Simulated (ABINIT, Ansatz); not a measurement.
# How the form of the self-energy moves the gap of BaTiO3 (P4mm), part 2 of 2

Wanted: the gap of BaTiO3 (P4mm) under several approximations, with cost.

ABINIT 10.8.3; PBE and many-body steps on it, plane waves. Known limits of the many-body steps: not at the basis limit; no spin-orbit coupling; coarse k mesh.

So far. Step 5 (G0W0, von der Linden-Horsch plasmon pole): Against G0W0 in ABINIT (4×4×4 mesh, 188 bands, screening to 176.9 eV, Godby-Needs plasmon pole), the gap moves by +0.154 eV. Step 6 (G0W0, Engel-Farid plasmon pole): Against G0W0 in ABINIT (4×4×4 mesh, 188 bands, screening to 176.9 eV, Godby-Needs plasmon pole), the gap moves by +0.137 eV.

The database entry behind the starting cell differs from later determinations by our own check (c/a about 0.6 % short), so it need not match the best structure at ambient conditions.

## 7. One-shot Hartree-Fock

This step: one-shot Hartree-Fock on PBE, plane waves, norm-conserving pseudopotentials.

run.abi reads:

```
acell 3*1.0 Angstrom
rprim 
  3.999800000000 0.000000000000 0.000000000000
  0.000000000000 3.999800000000 0.000000000000
  0.000000000000 0.000000000000 4.018000000000
ntypat 3
znucl 56 22 8
natom 5
typat 1 2 3 3 3
xred 
  0.000000000000 0.000000000000 0.000000000000
  0.500000000000 0.500000000000 0.490000000000
  0.500000000000 0.500000000000 0.019000000000
  0.500000000000 0.000000000000 0.517000000000
  0.000000000000 0.500000000000 0.517000000000
pp_dirpath "pseudos"
pseudos "Ba.upf, Ti.upf, O.upf"
ecut 38
ngkpt 4 4 4
nshiftk 1
shiftk 0 0 0
kptopt 1
chksymbreak 0
istwfk *1
occopt 1
irdwfk 1
optdriver 4
nband 24
gwcalctyp 5
ecutsigx 38
symsigma 1
nkptgw 2
kptgw 
  0.5000000000 0.5000000000 0.5000000000
  0.0000000000 0.0000000000 0.0000000000
bdgw 
  18 23
  19 23
ixc_sigma 40
fftgw 31
indata_prefix "in"
outdata_prefix "out"
tmpdata_prefix "tmp"
```

The run is started by

```sh
$ OMP_NUM_THREADS=1 mpirun -n 12 abinit run.abi > log
```

The log of the run:

```text
.Version 10.8.3 of ABINIT. v10.8.2 released Aug 2026.

 Symmetries : space group P4 m m (# 99); Bravais tP (primitive tetrag.)
[... echo of the input left out ...]
== DATASET  1 ==================================================================
-   mpi_nproc: 12, omp_nthreads: 1 (-1 if OMP is not activated)

--- !DatasetInfo
iteration_state: {dtset: 1, }
dimensions: {natom: 5, nkpt: 18, mband: 24, nsppol: 1, nspinor: 1, nspden: 1, mpw: 4929, }
cutoff_energies: {ecut:  38.0, pawecutdg:  -1.0, }
[...]
Band     E0 <VxcDFT>   SigX SigC(E0)      Z dSigC/dE  Sig(E)    E-E0       E
[...]
22   8.671 -19.000 -11.886   0.000   1.000   0.000 -11.886   7.114  15.784
       23   8.671 -19.000 -11.886   0.000   1.000   0.000 -11.886   7.114  15.784

== END DATASET(S) ==============================================================
================================================================================

 -outvars: echo values of variables after computation  --------
           etotal      0.0000000000E+00
            nband          24
             nkpt          18
          spgroup          99
 [... the other variables as echoed above ...]

 Calculation completed.
```

Elapsed: 6.3 s, on 12 MPI ranks of Arm Neoverse N1, shared host; peak memory 1.9 GiB; 74 s of CPU time.

Numbers from this step:

* quasiparticle gap on the points computed: 13.96 eV
* starting gap on the mesh: 1.826 eV
* k of the valence top: 0, 0, 0
* k of the conduction bottom: 0, 0, 0
* least direct quasiparticle gap on the computed points: 13.96 eV

Against G0W0 in ABINIT (4×4×4 mesh, 188 bands, screening to 176.9 eV, Godby-Needs plasmon pole), the gap moves by +10.691 eV.

## 8. Screening, 4×4×4 mesh, 188 bands, screening to 176.9 eV

This step: RPA screening on PBE, plane waves, norm-conserving pseudopotentials.

run.abi, as its differences from that of step 7:

```diff
@@ -26,16 +26,14 @@
 irdwfk 1
-optdriver 4
-nband 24
-gwcalctyp 5
-ecutsigx 38
-symsigma 1
-nkptgw 2
-kptgw 
-  0.5000000000 0.5000000000 0.5000000000
-  0.0000000000 0.0000000000 0.0000000000
-bdgw 
-  18 23
-  19 23
-ixc_sigma 40
-fftgw 31
+optdriver 3
+nband 188
+ecuteps 6.5
+inclvkb 2
+awtr 1
+symchi 1
+gwcalctyp 2
+nfreqre 16
+freqremax 40 eV
+nfreqim 8
+spmeth 1
+nomegasf 120
 indata_prefix "in"
```

The run is started by

```sh
$ OMP_NUM_THREADS=1 mpirun -n 16 abinit run.abi > log
```

The log of the run:

```text
.Version 10.8.3 of ABINIT. v10.8.2 released Aug 2026.

 Symmetries : space group P4 m m (# 99); Bravais tP (primitive tetrag.)
[... echo of the input left out ...]
== DATASET  1 ==================================================================
-   mpi_nproc: 16, omp_nthreads: 1 (-1 if OMP is not activated)

--- !DatasetInfo
iteration_state: {dtset: 1, }
dimensions: {natom: 5, nkpt: 18, mband: 188, nsppol: 1, nspinor: 1, nspden: 1, mpw: 4929, }
cutoff_energies: {ecut:  38.0, pawecutdg:  -1.0, }
electrons: {nelect:   4.00000000E+01, charge:   0.00000000E+00, occopt:   1.00000000E+00, tsmear:   1.00000000E-02, }

 SCREENING: Calculation of the susceptibility and dielectric matrices

 Based on a program developped by R.W. Godby, V. Olevano, G. Onida, and L. Reining.
 Incorporated in ABINIT by V. Olevano, G.-M. Rignanese, and M. Torrent.
.Using double precision arithmetic ; gwpc =  8

[... cell and pseudopotentials left out ...]
--------------------------------------------------------------------------------

 ==== K-mesh for the wavefunctions ====
 Number of points in the irreducible wedge :    18
[... list of points left out ...]
 Together with  8 symmetry operations and time-reversal symmetry
 yields    64 points in the full Brillouin Zone.

 ==== Q-mesh for the screening function ====
 Number of points in the irreducible wedge :    18
[... list of points left out ...]
 Together with  8 symmetry operations and time-reversal symmetry
 yields    64 points in the full Brillouin Zone.

 setmesh: FFT mesh size selected  =    30x   30x   30
          total number of points  =        27000

 vcoul_init : cutoff-mode = AUXILIARY_FUNCTION
 q-points for optical limit:   1
     1)      0.000010    0.000020    0.000030

- screening: taking advantage of time-reversal symmetry
- Maximum band index for partially occupied states nbvw = 20
- Remaining bands to be divided among processors   nbcw = 168
- Number of bands treated by each node ~10

 Number of electrons calculated from density =   40.0000; Expected =   40.0000
 average of density, n =  0.092210
 r_s =    1.3731
 omega_plasma =   29.2917 [eV]

 calculating chi0 at frequencies [eV] :
  1    0.000000E+00    0.000000E+00
  2    2.666667E+00    0.000000E+00
  3    5.333333E+00    0.000000E+00
[...]
23    0.000000E+00    7.460077E+01
 24    0.000000E+00    1.050387E+02

--------------------------------------------------------------------------------
  q-point number  1        q = ( 0.000000, 0.000000, 0.000000) [r.l.u.]
--------------------------------------------------------------------------------
[... chi0 elements left out ...]
  [... further frequencies ...]

 No. of calculated frequencies >  15, stop printing
 For q-point:  0.000010 0.000020 0.000030
  dielectric constant =   6.3336
  dielectric constant without local fields =   6.9219

  Average fulfillment of the sum rule on Im[epsilon] for q-point    1 :     75.14  [%]
[... wings left out ...]
  q-point number  2        q = ( 0.250000, 0.000000, 0.000000) [r.l.u.]
--------------------------------------------------------------------------------
[... chi0 elements left out ...]
  [... further frequencies ...]

 No. of calculated frequencies >  15, stop printing
  Average fulfillment of the sum rule on Im[epsilon] for q-point    2 :     84.02  [%]

 [... 16 further q-points ...]
```

The job ended after 7.9 min (16 MPI ranks; peak memory 8 GiB).

This step gave:

| Item | Value |
| --- | --- |
| ε∞ with local fields, on this mesh, along the program's q direction | 6.334 |
| the same without local fields | 6.922 |
| plasma frequency | 29.29 eV |
| plane waves in the screening matrix | 341 |

## 9. G0W0, contour deformation

This step: G0W0 on PBE, plane waves, norm-conserving pseudopotentials.

run.abi, as its differences from that of step 8:

```diff
@@ -26,14 +26,17 @@
 irdwfk 1
-optdriver 3
+optdriver 4
 nband 188
+gwcalctyp 2
+ecutsigx 38
+symsigma 1
+nkptgw 2
+kptgw 
+  0.5000000000 0.5000000000 0.5000000000
+  0.0000000000 0.0000000000 0.0000000000
+bdgw 
+  18 23
+  19 23
 ecuteps 6.5
-inclvkb 2
-awtr 1
-symchi 1
-gwcalctyp 2
-nfreqre 16
-freqremax 40 eV
-nfreqim 8
-spmeth 1
-nomegasf 120
+irdscr 1
+gwmem 01
 indata_prefix "in"
```

The log of the run:

```text
.Version 10.8.3 of ABINIT. v10.8.2 released Aug 2026.

 Symmetries : space group P4 m m (# 99); Bravais tP (primitive tetrag.)
[... echo of the input left out ...]
== DATASET  1 ==================================================================
-   mpi_nproc: 16, omp_nthreads: 1 (-1 if OMP is not activated)

--- !DatasetInfo
iteration_state: {dtset: 1, }
dimensions: {natom: 5, nkpt: 18, mband: 188, nsppol: 1, nspinor: 1, nspden: 1, mpw: 4929, }
cutoff_energies: {ecut:  38.0, pawecutdg:  -1.0, }
[...]
Band     E0 <VxcDFT>   SigX SigC(E0)      Z dSigC/dE  Sig(E)    E-E0       E
[...]
23   8.671 -19.000 -11.886  -5.319   0.725  -0.380 -17.700   1.301   9.971
       23   0.000   0.000   0.000   0.000   0.000   0.000   0.000   0.000   0.000

== END DATASET(S) ==============================================================
================================================================================

 -outvars: echo values of variables after computation  --------
           etotal      0.0000000000E+00
            nband         188
             nkpt          18
          spgroup          99
 [... the other variables as echoed above ...]

 Calculation completed.
```

Elapsed: 35 s, on 16 MPI ranks; peak memory 3.6 GiB; 9.4 min of CPU time.

Numbers from this step:

```yaml
g0w0_gap_on_the_points_computed: 3.292 eV
starting_gap_on_the_mesh: 1.826 eV
k_of_the_valence_top: 0.5, 0.5, 0.5
k_of_the_conduction_bottom: 0, 0, 0
least_direct_g0w0_gap_on_the_computed_points: 3.579 eV
```

Against G0W0 in ABINIT (4×4×4 mesh, 188 bands, screening to 176.9 eV, Godby-Needs plasmon pole), the gap moves by +0.022 eV.

## 10. The runs together

Times are wall times on the hardware named with each run, good to a factor of about two. A run's time includes the screening step that it read.

```
                                     run   mesh  bands  screening cutoff (eV)  DFT gap (eV)  gap on the mesh (eV)  direct (eV)  ε∞ used     time
          G0W0, Godby-Needs plasmon pole  4×4×4    188                  176.9         1.826                 3.270        3.566     6.18  6.8 min
G0W0, von der Linden-Horsch plasmon pole  4×4×4    188                  176.9         1.826                 3.424        3.717     6.18  6.6 min
          G0W0, Engel-Farid plasmon pole  4×4×4    188                  176.9         1.826                 3.407        3.705     6.18  6.6 min
                   one-shot Hartree-Fock  4×4×4      -                      -         1.826                13.961       13.961        -    6.3 s
               G0W0, contour deformation  4×4×4    188                  176.9         1.826                 3.292        3.579     6.33  8.5 min
```

## 11. Results

| Property | Result |
| --- | --- |
| G0W0, Godby-Needs plasmon pole | 3.270 eV |
| G0W0, von der Linden-Horsch plasmon pole | 3.424 eV |
| G0W0, Engel-Farid plasmon pole | 3.407 eV |
| one-shot Hartree-Fock | 13.961 eV |
| G0W0, contour deformation | 3.292 eV |
| known limits | not at the basis limit; no spin-orbit coupling; coarse k mesh |

**Reading.** G0W0, von der Linden-Horsch plasmon pole: +0.154 eV against G0W0, Godby-Needs plasmon pole. G0W0, Engel-Farid plasmon pole: +0.137 eV against G0W0, Godby-Needs plasmon pole. One-shot Hartree-Fock: +10.691 eV against G0W0, Godby-Needs plasmon pole. G0W0, contour deformation: +0.022 eV against G0W0, Godby-Needs plasmon pole. Bare exchange alone opens the gap to 13.96 eV; against G0W0, correlation takes back 10.69 eV. Bands and cutoff are finite, so the gap is not at the basis limit. The miss can reach some tenths of an eV and take either sign; the mesh is an error of its own. In the first G0W0 run levels were corrected at 2 k points alone, so a gap called «on the mesh» is the least over those, and an edge elsewhere would be missed. The 4×4×4 mesh is coarse for this cell, which bears on the long-range parts of exchange and screening. The many-body steps are scalar-relativistic: spin-orbit coupling is not in them.

[Paths, hosts, dates, memory and timing lines, banners, echoed tables and standing remarks are left out of the program output.]

[Logs are printed without paths, hosts, clocks, repeated set-up lines and the standing remarks that a program may print on its own settings, such as how far it seeks lower states.]

[Runs of the session that timed out or met a known fault of the program may be left out.]

[No measured gap is set beside runs whose start may be inverted or whose files or cutoffs have a known fault.]

[Hosts, paths, dates, database ids (printed as entryN), source tags and the programs' standing remarks are cut or masked in the printed files.]

[G0W0 gaps are taken among the corrected bands and points alone; a level outside them can change the order at an edge.]

[Where Ansatz stands beside ABINIT at settings called matched, ABINIT's density can come from a denser mesh and the files from another edition; pairs whose starting gaps differed by over 0.03 eV were left out, so agreement reads better than it is.]
